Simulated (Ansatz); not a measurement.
# Screened interactions in Rb2ThF6 (P-62m)

Aim: U, U′ and J for the Th f shell of Rb2ThF6 (P-62m).

Method: non-magnetic LDA, then constrained RPA, plane waves, PAW, in Ansatz 0.2.0.

Report form: the programs' logs are mostly left out.

### 1. The starting structure

It takes space group P-62m (No. 189, hexagonal). The conventional cell has a = 6.850 Å, b = 6.850 Å, c = 3.830 Å, α = 90.00°, β = 90.00°, γ = 120.00°. Nearest to Rb lie 9 F at 2.75 to 2.91 Å. Nearest to Th lie 9 F at 2.44 to 2.47 Å. Nearest to F lie 2 Th at 2.44 Å and 2 Rb at 2.75 Å. Nearest to F lie 1 Th at 2.47 Å and 4 Rb at 2.91 Å. Farther neighbours and most contacts between anions are not listed.

The cell and positions come from the Crystallography Open Database and are kept as given unless a step says otherwise. The program's search for lower electronic states was switched off, so nothing shows that the state found is the lowest. Spin-orbit coupling is left out unless a step names it. The default PAW set here is soft_2. Its files were made with PBE.

### 2. LDA bands and orbital weights

This step: DFT, LDA, plane waves, PAW.

File input.yaml:

```yaml
crystal:
  lattice:
    - [6.85, 0.0, 0.0]
    - [-3.425, 5.93227402, 0.0]
    - [0.0, 0.0, 3.83]
  atoms:
    - { symbol: Rb, position: [0.3333333333, 0.6666666667, 0.5] }
    - { symbol: Rb, position: [0.6666666667, 0.3333333333, 0.5] }
    - { symbol: Th, position: [0.0, 0.0, 0.0] }
    - { symbol: F, position: [0.22, 0.0, 0.5] }
    - { symbol: F, position: [0.78, 0.78, 0.5] }
    - { symbol: F, position: [0.0, 0.22, 0.5] }
    - { symbol: F, position: [0.64, 0.0, 0.0] }
    - { symbol: F, position: [0.36, 0.36, 0.0] }
    - { symbol: F, position: [0.0, 0.64, 0.0] }
kpoints:
  mp_grid: { grid: [6, 6, 8] }
  band_path:
    path:
      - [[0.0, 0.0, 0.0], [0.5, 0.0, 0.0], [0.33333333, 0.33333333, 0.0], [0.0, 0.0, 0.0], [0.0, 0.0, 0.5], [0.5, 0.0, 0.5], [0.33333333, 0.33333333, 0.5], [0.0, 0.0, 0.5]]
      - [[0.5, 0.0, 0.5], [0.5, 0.0, 0.0]]
      - [[0.33333333, 0.33333333, 0.5], [0.33333333, 0.33333333, 0.0]]
    npoints: 10
hamiltonian:
  xc: lda
scf:
  occupations: { method: gaussian, width: 0.08 }
  n_extra_bands: 21
  max_iter: 150
  lower_state_search: "off"
output:
  eigenvalues: true
  fatbands: true
  write_density: true
  write_potential: true
  elf: true
  volumetric_format: npy
```

Launch:

```sh
ansatz run input.yaml --threads 8 --pin off --max-ram 18432MiB --backend cpu --events-out ev --progress --plain --runs-dir out
```

Wall time 12 s (8 threads of Arm Neoverse V2, shared host); peak memory 1 GiB.

This step gave:

| Item | Value |
| --- | --- |
| filled bands | 36 |
| gap | 5.629 eV |
| valence top at | Γ |
| conduction bottom at | A |
| least direct gap | 5.661 eV |

The gap is indirect, with the least direct gap 0.03 eV higher.

Electronic bands along the path, in eV, zero at the Fermi level:

| point | band 33 | band 34 | band 35 | band 36 | band 37 | band 38 | band 39 | band 40 |
| --- | --- | --- | --- | --- | --- | --- | --- | --- |
| Γ | -3.14 | -3.08 | -3.08 | -2.81 | 2.85 | 3.13 | 3.16 | 3.16 |
| halfway | -3.16 | -3.06 | -3.00 | -2.87 | 2.88 | 3.13 | 3.16 | 3.16 |
| M | -3.05 | -3.05 | -2.98 | -2.96 | 2.89 | 3.13 | 3.16 | 3.16 |
| halfway | -3.06 | -3.06 | -2.99 | -2.96 | 2.89 | 3.13 | 3.16 | 3.16 |
| K | -3.08 | -3.08 | -3.01 | -2.95 | 2.88 | 3.13 | 3.16 | 3.16 |
| halfway | -3.15 | -3.07 | -2.98 | -2.89 | 2.88 | 3.13 | 3.16 | 3.16 |
| Γ | -3.14 | -3.08 | -3.08 | -2.81 | 2.85 | 3.13 | 3.16 | 3.16 |
| halfway | -3.17 | -3.14 | -2.97 | -2.97 | 2.93 | 3.08 | 3.19 | 3.19 |
| A | -3.21 | -3.10 | -2.95 | -2.95 | 2.81 | 3.03 | 3.09 | 3.09 |
| halfway | -3.19 | -3.06 | -2.94 | -2.91 | 2.83 | 3.03 | 3.07 | 3.08 |
| L | -3.17 | -3.03 | -2.94 | -2.88 | 2.84 | 3.02 | 3.07 | 3.07 |
| halfway | -3.12 | -3.04 | -2.93 | -2.89 | 2.84 | 3.02 | 3.07 | 3.07 |
| H | -3.07 | -3.07 | -2.91 | -2.91 | 2.84 | 3.02 | 3.07 | 3.07 |
| halfway | -3.17 | -3.06 | -2.94 | -2.90 | 2.83 | 3.03 | 3.07 | 3.08 |
| A | -3.21 | -3.10 | -2.95 | -2.95 | 2.81 | 3.03 | 3.09 | 3.09 |
| jump to L | -3.17 | -3.03 | -2.94 | -2.88 | 2.84 | 3.02 | 3.07 | 3.07 |
| halfway | -3.08 | -3.07 | -2.97 | -2.87 | 2.92 | 3.07 | 3.16 | 3.17 |
| M | -3.05 | -3.05 | -2.98 | -2.96 | 2.89 | 3.13 | 3.16 | 3.16 |
| jump to H | -3.07 | -3.07 | -2.91 | -2.91 | 2.84 | 3.02 | 3.07 | 3.07 |
| halfway | -3.12 | -3.08 | -2.91 | -2.91 | 2.92 | 3.07 | 3.16 | 3.18 |
| K | -3.08 | -3.08 | -3.01 | -2.95 | 2.88 | 3.13 | 3.16 | 3.16 |

Of the projections kept (Th 6d, Th 5f, F 2p), the largest for each band there; the rest of the weight can lie on other orbitals:

```csv
point,band 33,band 34,band 35,band 36,band 37,band 38,band 39,band 40
Γ,F 2p 0.95,F 2p 0.96,F 2p 0.96,F 2p 0.97,Th 5f 0.72,Th 5f 0.96,Th 5f 0.93,Th 5f 0.93
M,F 2p 0.97,F 2p 0.95,F 2p 0.98,F 2p 0.97,Th 5f 0.86,Th 5f 0.96,Th 5f 0.93,Th 5f 0.93
K,F 2p 0.96,F 2p 0.96,F 2p 0.99,F 2p 0.98,Th 5f 0.87,Th 5f 0.96,Th 5f 0.93,Th 5f 0.93
Γ,F 2p 0.95,F 2p 0.96,F 2p 0.96,F 2p 0.97,Th 5f 0.72,Th 5f 0.96,Th 5f 0.93,Th 5f 0.93
A,F 2p 0.97,F 2p 0.92,F 2p 0.97,F 2p 0.97,Th 5f 0.95,Th 5f 0.97,Th 5f 0.87,Th 5f 0.87
L,F 2p 0.97,F 2p 0.94,F 2p 0.97,F 2p 0.97,Th 5f 0.95,Th 5f 0.97,Th 5f 0.90,Th 5f 0.91
```

ELF in the ab plane at fractional z = 0.500, with atoms of Rb and F within 0.2 Å of it. It is the smooth field of the valence electrons, not physical close to the nuclei.

Ten even steps from '0' (0.01) to '9' (0.87), each cell a mean:
```
0488796100000002221
0589861122100257762
0476413787301688872
0121159999504976872
0001698899416977850
0005982398217999620
0038951696126764100
0059977983002110000
0059999840001245310
0025776300036899720
0000111000489999820
4531000003896389711
8984100016971289316
8985000017975895169
5872001017999961487
8830254105998511698
7313788302553002788
2138899500000001454
0278588400000000000
```
Columns run along a (6.9 Å), rows up along b (6.9 Å). Atoms in or near the plane, at fractional coordinates: Rb at (0.33, 0.67), Rb at (0.67, 0.33), F at (0.22, 0.00), F at (0.78, 0.78), F at (0.00, 0.22).

Electrostatic potential energy in the ab plane at fractional z = 0.500, with atoms of Rb and F within 0.2 Å of it. With pseudopotentials it is smooth inside the atoms' cores, unlike the true potential.

Ten even steps from '0' (-98 eV) to '9' (11 eV), each cell a mean:
```
9975579999999999999
9987899999999999999
9999999999999986699
9999998778999855699
9999973148999655899
9999720038999768999
9998500169999999999
9998512589999999999
9998767899999999999
9999999999999888999
9999999999986347999
9999999999851017999
8899999999720038999
5689999999610279997
5699999999755799985
6899999999888999975
8999989999999999987
9998668999999999999
9986558999999999999
```
Columns run along a (6.9 Å; values clipped at the 3rd and 97th percentile), rows up along b (6.9 Å). Atoms in or near the plane, at fractional coordinates: Rb at (0.33, 0.67), Rb at (0.67, 0.33), F at (0.22, 0.00), F at (0.78, 0.78), F at (0.00, 0.22).

### 3. Constrained RPA: Th f, bands c1 to c7, 3×3×4 mesh, medium accuracy

Constrained RPA screens the interaction with every transition except those inside the target bands, which a later many-body model would treat itself.

This step: constrained RPA on LDA, plane waves, PAW.

input.yaml, the sections that differ from step 2:

```yaml
kpoints:
  mp_grid: { grid: [6, 6, 8] }
output:
  crpa:
    kmesh: [3, 3, 4]
    target_bands: [c1, c7]
    projections: [{ species: Th, l: f, shell: 5 }]
  local_orbitals:
    kmesh: [6, 6, 8]
    orbitals: [{ species: Th, l: f, shell: 5 }]
    window: { bands: [c1, c7] }
    seedname: lo
# crystal, hamiltonian, scf: as in step 2
```

It took 2.9 min on 8 threads; peak memory 1.5 GiB; 22 min of CPU time.

Numbers from this step:

```
U                                                 : 6.581 eV
U prime (inter-orbital)                           : 5.885 eV
J                                                 : 0.3396 eV
bare V                                            : 15.72 eV
bare J                                            : 0.4699 eV
stated bound on U                                 : 0.02280 eV
U over bare V                                     : 0.4187
electrons in the window                           : 0
head of the constrained inverse dielectric matrix : 0.4161
least eigenvalue of the projection's overlap      : 0.7234
target functions                                  : 7
bands in the sums                                 : 86
r.m.s. miss of the model bands                    : 2.81e-5 eV
width of the target bands                         : 0.6297 eV
weight of the projected orbitals in the window    : 0.9180
```

On the Th f shell, screening brings the on-site interaction from 15.7 eV down to U = 6.58 eV.

Kanamori averages over each shell's functions. Crpa shells, by row:

```csv
site,element,shell,orbitals,U (eV),U' (eV),J (eV),bare V (eV),bare V' (eV),bare J (eV),bound on U (eV)
3,Th,5F,7,6.581,5.885,0.3396,15.72,14.75,0.4699,0.0228
```

Density-density elements U_iijj, eV. U matrix, by row:

```
       orbital  Th3 fz3  Th3 fxz2  Th3 fyz2  Th3 fz(x2-y2)  Th3 fxyz  Th3 fx(x2-3y2)  Th3 fy(3x2-y2)
       Th3 fz3    6.802     6.102     6.102          6.066     6.066           5.543           5.858
      Th3 fxz2    6.102     6.445     5.706          5.934     5.921            5.47           5.753
      Th3 fyz2    6.102     5.706     6.445          5.921     5.934            5.47           5.753
 Th3 fz(x2-y2)    6.066     5.934     5.921          6.607     6.104           5.743           6.118
      Th3 fxyz    6.066     5.921     5.934          6.104     6.607           5.743           6.118
Th3 fx(x2-3y2)    5.543      5.47      5.47          5.743     5.743           6.167           6.156
Th3 fy(3x2-y2)    5.858     5.753     5.753          6.118     6.118           6.156           6.996
```

Exchange elements U_ijji, eV. J matrix, by row:

```csv
orbital,Th3 fz3,Th3 fxz2,Th3 fyz2,Th3 fz(x2-y2),Th3 fxyz,Th3 fx(x2-3y2),Th3 fy(3x2-y2)
Th3 fz3,-,0.242,0.242,0.507,0.507,0.266,0.267
Th3 fxz2,0.242,-,0.37,0.369,0.33,0.358,0.314
Th3 fyz2,0.242,0.37,-,0.33,0.369,0.358,0.314
Th3 fz(x2-y2),0.507,0.369,0.33,-,0.251,0.358,0.41
Th3 fxyz,0.507,0.33,0.369,0.251,-,0.358,0.41
Th3 fx(x2-3y2),0.266,0.358,0.358,0.358,0.358,-,0.199
Th3 fy(3x2-y2),0.267,0.314,0.314,0.41,0.41,0.199,-
```

Projected local orbitals of the target window. Electronic bands along the path, in eV, zero at the Fermi level; # counts the bands kept:

| point | #1 | #2 | #3 | #4 |
| --- | --- | --- | --- | --- |
| Γ | 2.85 | 3.13 | 3.16 | 3.16 |
| halfway | 2.88 | 3.13 | 3.16 | 3.16 |
| M | 2.89 | 3.13 | 3.16 | 3.16 |
| halfway | 2.89 | 3.13 | 3.16 | 3.16 |
| K | 2.88 | 3.13 | 3.16 | 3.16 |
| halfway | 2.88 | 3.13 | 3.16 | 3.16 |
| Γ | 2.85 | 3.13 | 3.16 | 3.16 |
| halfway | 2.93 | 3.08 | 3.19 | 3.19 |
| A | 2.81 | 3.03 | 3.09 | 3.09 |
| halfway | 2.83 | 3.03 | 3.07 | 3.08 |
| L | 2.84 | 3.02 | 3.07 | 3.07 |
| halfway | 2.84 | 3.02 | 3.07 | 3.07 |
| H | 2.84 | 3.02 | 3.07 | 3.07 |
| halfway | 2.83 | 3.03 | 3.07 | 3.08 |
| A | 2.81 | 3.03 | 3.09 | 3.09 |
| jump to L | 2.84 | 3.02 | 3.07 | 3.07 |
| halfway | 2.92 | 3.07 | 3.16 | 3.17 |
| M | 2.89 | 3.13 | 3.16 | 3.16 |
| jump to H | 2.84 | 3.02 | 3.07 | 3.07 |
| halfway | 2.92 | 3.07 | 3.16 | 3.18 |
| K | 2.88 | 3.13 | 3.16 | 3.16 |

The same for Kohn-Sham, solved directly:

| point | #1 | #2 | #3 | #4 |
| --- | --- | --- | --- | --- |
| Γ | 2.85 | 3.13 | 3.16 | 3.16 |
| M | 2.89 | 3.13 | 3.16 | 3.16 |
| K | 2.88 | 3.13 | 3.16 | 3.16 |
| Γ | 2.85 | 3.13 | 3.16 | 3.16 |
| A | 2.81 | 3.03 | 3.09 | 3.09 |
| L | 2.84 | 3.02 | 3.07 | 3.07 |
| H | 2.84 | 3.02 | 3.07 | 3.07 |
| A | 2.81 | 3.03 | 3.09 | 3.09 |
| L | 2.84 | 3.02 | 3.07 | 3.07 |
| M | 2.89 | 3.13 | 3.16 | 3.16 |
| H | 2.84 | 3.02 | 3.07 | 3.07 |
| K | 2.88 | 3.13 | 3.16 | 3.16 |

Onsite levels, by row:

| orbital | level less Fermi level (eV) |
| --- | --- |
| Th3 fz3 | 3.054 |
| Th3 fxz2 | 3.252 |
| Th3 fyz2 | 3.252 |
| Th3 fz(x2-y2) | 3.188 |
| Th3 fxyz | 3.188 |
| Th3 fx(x2-3y2) | 3.034 |
| Th3 fy(3x2-y2) | 3.075 |

Largest distinct elements between sites. Hoppings, by row:

| from | to | cell | distance (Å) | t (eV) |
| --- | --- | --- | --- | --- |
| Th3 fz3 | Th3 fz3 | 0 0 -1 | 3.83 | 0.1157 |
| Th3 fyz2 | Th3 fyz2 | 0 0 -1 | 3.83 | 0.0885 |
| Th3 fx(x2-3y2) | Th3 fx(x2-3y2) | 0 0 -1 | 3.83 | -0.067 |
| Th3 fz3 | Th3 fx(x2-3y2) | 0 0 1 | 3.83 | 0.0631 |
| Th3 fy(3x2-y2) | Th3 fy(3x2-y2) | 0 0 1 | 3.83 | 0.0258 |
| Th3 fxz2 | Th3 fz(x2-y2) | 0 0 -1 | 3.83 | -0.0157 |
| Th3 fxyz | Th3 fxyz | 0 0 -1 | 3.83 | -0.0103 |
| Th3 fx(x2-3y2) | Th3 fx(x2-3y2) | 0 0 -2 | 7.66 | -0.0091 |
| Th3 fx(x2-3y2) | Th3 fxz2 | -1 0 0 | 6.85 | -0.005 |
| Th3 fz3 | Th3 fz3 | 0 0 2 | 7.66 | 0.0049 |
| Th3 fyz2 | Th3 fx(x2-3y2) | 0 1 0 | 6.85 | -0.0043 |
| Th3 fx(x2-3y2) | Th3 fz3 | 0 0 2 | 7.66 | -0.0038 |

### 4. Constrained RPA: Th f + anion p, bands v18 to c7, 3×3×4 mesh, medium accuracy

input.yaml, as its differences from that of step 3:

```diff
@@ -27,8 +27,8 @@
     kmesh: [3, 3, 4]
-    target_bands: [c1, c7]
-    projections: [{ species: Th, l: f, shell: 5 }]
+    target_bands: [v18, c7]
+    projections: [{ species: Th, l: f, shell: 5 }, { species: F, l: p, shell: 2 }]
   local_orbitals:
     kmesh: [6, 6, 8]
-    orbitals: [{ species: Th, l: f, shell: 5 }]
-    window: { bands: [c1, c7] }
+    orbitals: [{ species: Th, l: f, shell: 5 }, { species: F, l: p, shell: 2 }]
+    window: { bands: [v18, c7] }
     seedname: lo
```

It took 12 min on 8 threads; peak memory 2.2 GiB.

Numbers from this step:

* U: 8.092 eV
* U prime (inter-orbital): 7.360 eV
* J: 0.3576 eV
* bare V: 16.07 eV
* bare J: 0.4821 eV
* stated bound on U: 0.01586 eV
* U over bare V: 0.5034
* electrons in the window: 36
* head of the constrained inverse dielectric matrix: 0.4474
* least eigenvalue of the projection's overlap: 0.6589
* target functions: 25
* bands in the sums: 86
* r.m.s. miss of the model bands: 5.52e-5 eV
* width of the target bands: 9.760 eV
* weight of the projected orbitals in the window: 0.9334

On the Th f shell, screening brings the on-site interaction from 16.1 eV down to U = 8.09 eV.

Kanamori averages over each shell's functions. Crpa shells, by row:

```csv
site,element,shell,orbitals,U (eV),U' (eV),J (eV),bare V (eV),bare V' (eV),bare J (eV),bound on U (eV)
3,Th,5F,7,8.092,7.36,0.3576,16.07,15.09,0.4821,0.01586
4,F,2P,3,9.347,7.691,0.8247,21.54,19.47,1.029,0.02888
5,F,2P,3,9.347,7.691,0.825,21.54,19.47,1.029,0.02888
6,F,2P,3,9.347,7.691,0.825,21.54,19.47,1.029,0.02888
7,F,2P,3,9.267,7.612,0.8198,21.61,19.54,1.028,0.03279
8,F,2P,3,9.263,7.614,0.8217,21.6,19.54,1.03,0.03272
9,F,2P,3,9.263,7.614,0.8217,21.6,19.54,1.03,0.03276
```

Projected local orbitals of the target window. Electronic bands along the path, in eV, zero at the Fermi level; v1 is the highest filled band, c1 the lowest empty one:

```csv
point,v4,v3,v2,v1,c1,c2,c3,c4
Γ,-3.14,-3.08,-3.08,-2.81,2.85,3.13,3.16,3.16
halfway,-3.16,-3.06,-3.00,-2.87,2.88,3.13,3.16,3.16
M,-3.05,-3.05,-2.98,-2.96,2.89,3.13,3.16,3.16
halfway,-3.06,-3.06,-2.99,-2.96,2.89,3.13,3.16,3.16
K,-3.08,-3.08,-3.01,-2.95,2.88,3.13,3.16,3.16
halfway,-3.15,-3.07,-2.98,-2.89,2.88,3.13,3.16,3.16
Γ,-3.14,-3.08,-3.08,-2.81,2.85,3.13,3.16,3.16
halfway,-3.17,-3.14,-2.97,-2.97,2.93,3.08,3.19,3.19
A,-3.21,-3.10,-2.95,-2.95,2.81,3.03,3.09,3.09
halfway,-3.19,-3.06,-2.94,-2.91,2.83,3.03,3.07,3.08
L,-3.17,-3.03,-2.94,-2.88,2.84,3.02,3.07,3.07
halfway,-3.12,-3.04,-2.93,-2.89,2.84,3.02,3.07,3.07
H,-3.07,-3.07,-2.91,-2.91,2.84,3.02,3.07,3.07
halfway,-3.17,-3.06,-2.94,-2.90,2.83,3.03,3.07,3.08
A,-3.21,-3.10,-2.95,-2.95,2.81,3.03,3.09,3.09
jump to L,-3.17,-3.03,-2.94,-2.88,2.84,3.02,3.07,3.07
halfway,-3.08,-3.07,-2.97,-2.87,2.92,3.07,3.16,3.17
M,-3.05,-3.05,-2.98,-2.96,2.89,3.13,3.16,3.16
jump to H,-3.07,-3.07,-2.91,-2.91,2.84,3.02,3.07,3.07
halfway,-3.12,-3.08,-2.91,-2.91,2.92,3.07,3.16,3.18
K,-3.08,-3.08,-3.01,-2.95,2.88,3.13,3.16,3.16
```

The same for Kohn-Sham, solved directly:

```
point     v4     v3     v2     v1    c1    c2    c3    c4
    Γ  -3.14  -3.08  -3.08  -2.81  2.85  3.13  3.16  3.16
    M  -3.05  -3.05  -2.98  -2.96  2.89  3.13  3.16  3.16
    K  -3.08  -3.08  -3.01  -2.95  2.88  3.13  3.16  3.16
    Γ  -3.14  -3.08  -3.08  -2.81  2.85  3.13  3.16  3.16
    A  -3.21  -3.10  -2.95  -2.95  2.81  3.03  3.09  3.09
    L  -3.17  -3.03  -2.94  -2.88  2.84  3.02  3.07  3.07
    H  -3.07  -3.07  -2.91  -2.91  2.84  3.02  3.07  3.07
    A  -3.21  -3.10  -2.95  -2.95  2.81  3.03  3.09  3.09
    L  -3.17  -3.03  -2.94  -2.88  2.84  3.02  3.07  3.07
    M  -3.05  -3.05  -2.98  -2.96  2.89  3.13  3.16  3.16
    H  -3.07  -3.07  -2.91  -2.91  2.84  3.02  3.07  3.07
    K  -3.08  -3.08  -3.01  -2.95  2.88  3.13  3.16  3.16
```

Onsite levels, by row:

```
       orbital  level less Fermi level (eV)
       Th3 fz3                        2.787
      Th3 fxz2                        2.905
      Th3 fyz2                        2.905
 Th3 fz(x2-y2)                        2.902
      Th3 fxyz                        2.902
Th3 fx(x2-3y2)                        2.809
Th3 fy(3x2-y2)                        2.862
         F4 pz                       -4.888
         F4 px                       -4.569
         F4 py                       -4.233
         F5 pz                       -4.888
         F5 px                       -4.317
         F5 py                       -4.485
         F6 pz                       -4.888
         F6 px                       -4.317
         F6 py                       -4.485
         F7 pz                       -3.127
         F7 px                       -3.651
         F7 py                       -3.207
         F8 pz                       -3.127
         F8 px                       -3.318
         F8 py                        -3.54
         F9 pz                       -3.127
         F9 px                       -3.318
         F9 py                        -3.54
```

Largest distinct elements between sites. Hoppings, by row:

```csv
from,to,cell,distance (Å),t (eV)
F4 px,Th3 fxz2,0 0 0,2.437,0.6643
F7 py,Th3 fy(3x2-y2),1 0 0,2.466,-0.5928
F7 pz,Th3 fz(x2-y2),1 0 0,2.466,-0.566
F4 py,Th3 fxyz,0 0 0,2.437,-0.5592
Th3 fy(3x2-y2),F9 px,0 -1 0,2.466,0.5134
Th3 fxyz,F8 pz,0 0 0,2.466,-0.4901
Th3 fz(x2-y2),F4 pz,0 0 -1,2.437,0.4777
F6 py,F5 py,-1 -1 0,2.61,0.4736
Th3 fx(x2-3y2),F7 px,-1 0 0,2.466,0.4661
Th3 fxz2,F5 py,-1 -1 0,2.437,0.4605
Th3 fz(x2-y2),F6 px,0 0 0,2.437,0.4409
Th3 fz3,F4 px,0 0 0,2.437,0.4373
```

### 5. The windows together

Times are wall times on 8 threads of Arm Neoverse V2, shared host, good to a factor of about two.

```csv
target,bands,functions,width (eV),bare V (eV),U (eV),U′ (eV),J (eV),U/V,time
Th f,c1–c7,7,0.63,15.72,6.58,5.88,0.34,0.42,2.9 min
Th f + anion p,v18–c7,25,9.76,16.07,8.09,7.36,0.36,0.50,12 min
```

### 6. Outcome

```
Th f           : U 6.58 eV, U′ 5.88 eV, J 0.34 eV, bare V 15.7 eV
Th f + anion p : U 8.09 eV, U′ 7.36 eV, J 0.36 eV, bare V 16.1 eV
method         : constrained RPA on non-magnetic LDA, 3×3×4 mesh, static; search for lower states off
```

In words: For Th f, screening cuts the on-site interaction from 15.72 eV to 6.58 eV (42 %), while J goes only from 0.47 eV to 0.34 eV: the monopole is screened far more than the multipoles. U − 2J differs from U′ by +0.02 eV, so the Kanamori relation holds well. U is 10 times the width of the target bands. With the window Th f + anion p U becomes 8.09 eV and the bare V 16.07 eV, so U/V goes from 0.42 to 0.50. The window Th f is empty, so it holds no transition to leave out and its U is the fully screened RPA value. The parent state is non-magnetic and the interaction static (zero frequency); U depends on the window and the orbitals, so it belongs to this model alone. Spin-orbit coupling, which is strong for atoms this heavy, is left out. A window that holds the anion p bands defines a model with explicit ligands; its U belongs to that model and is not the U of DFT+U.

[Paths, hosts, dates, memory and timing lines, banners, echoed tables and standing remarks are left out of the program output.]

[Logs are printed without paths, hosts, clocks, repeated set-up lines and the standing remarks that a program may print on its own settings, such as how far it seeks lower states.]

[Runs of the session that timed out or met a known fault of the program may be left out.]

[Hosts, paths, dates, database ids (printed as entryN), source tags and the programs' standing remarks are cut or masked in the printed files.]
